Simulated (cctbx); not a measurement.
## Diagnosing a refinement

Cell a = 9.9530 Å, b = 8.9300 Å, c = 9.9270 Å, α = 90.00°, β = 90.00°, γ = 90.00°; space group Cmcm (no. 63). The compound is NaBI4.

Simulated single-crystal data (cctbx): synchrotron X-rays, λ = 0.6889 Å, to d = 0.77 Å, 50 % of the full sphere, strongest reflection 20000 counts, noise from counting, a 4 % proportional error and a noise floor of 15 counts (s.d.); no absorption.

An isotropic refinement with weights 1/σ² prints:

```text
Rint 0.035, 562 unique reflections to 0.77 A
cycle     R1     wR2    GooF  max shift (A)
   1  0.7983  0.9624  27.249   0.40526
   4  0.0152  0.0336   0.951   0.00014
final R1 0.0152 wR2 0.0336 GooF 0.951  parameters 10  data/parameter 56.2
atom        x        y        z      Ueq    occ   su(xyz)  su(Uiso or U11)
I1     0.83902  0.02583  0.25000   0.0045  1.000  0.00003  0.0001
I2     0.50000  0.79172  0.41301   0.0034  1.000  0.00003  0.0001
Na1    0.50000  0.84462  0.75000   0.0059  1.000  0.00027  0.0004
B1     0.50000  0.33560  0.75000   0.0061  1.000  0.00077  0.0012
difference map: max 0.83 min -1.02 rms 0.23
Q1    0.1350  0.0270  0.6295   16    0.85  1.31 A from I1
Q2    0.0000  0.2215  0.6737    8    0.78  1.33 A from Na1
Q3    0.0000  0.4554  0.6840    8    0.78  1.19 A from Na1
Q4    0.0000  0.1165  0.7500    4    0.77  2.04 A from Na1
Q5    0.1771  0.3176  0.0023   16    0.76  1.97 A from I2
Q6    0.1529  0.5000  0.0000    8    0.75  2.55 A from I2
```

Q: Accept it or mend it, and why?

It can stand. The set-up had a fault (start far from the minimum), but the refinement still reached the right minimum: R1 = 0.0152, wR2 = 0.0336, GooF = 0.95 against R1 = 0.0152, wR2 = 0.0336, GooF = 0.95 for the right model.

The compound is NaBI4. The right model at the same level gives:

```text
Rint 0.035, 562 unique reflections to 0.77 A
cycle     R1     wR2    GooF  max shift (A)
   1  0.1709  0.3602  10.198   0.03610
   2  0.0152  0.0336   0.951   0.00001
final R1 0.0152 wR2 0.0336 GooF 0.951  parameters 10  data/parameter 56.2
atom        x        y        z      Ueq    occ   su(xyz)  su(Uiso or U11)
I1     0.83902  0.02583  0.25000   0.0045  1.000  0.00003  0.0001
I2     0.50000  0.79172  0.41301   0.0034  1.000  0.00003  0.0001
Na1    0.50000  0.84462  0.75000   0.0059  1.000  0.00027  0.0004
B1     0.50000  0.33560  0.75000   0.0061  1.000  0.00077  0.0012
difference map: max 0.83 min -1.02 rms 0.23
Q1    0.1350  0.0270  0.6295   16    0.85  1.31 A from I1
Q2    0.0000  0.2215  0.6737    8    0.78  1.33 A from Na1
Q3    0.0000  0.4554  0.6840    8    0.78  1.19 A from Na1
Q4    0.0000  0.1165  0.7500    4    0.77  2.04 A from Na1
Q5    0.1771  0.3176  0.0023   16    0.76  1.97 A from I2
Q6    0.1529  0.5000  0.0000    8    0.75  2.55 A from I2
```

Isotropic U is held between 0.0001 and 1 Å² by the program, and listed peak heights are interpolated, so they can pass the grid's maximum.

The model is made up (kin elements in a known structure type, no relaxation), so it says nothing on whether the phase exists.

[Middle refinement cycles are left out of these outputs.]

[Logs are printed without paths, hosts, clocks, repeated set-up lines and the standing remarks that a program may print on its own settings, such as how far it seeks lower states.]
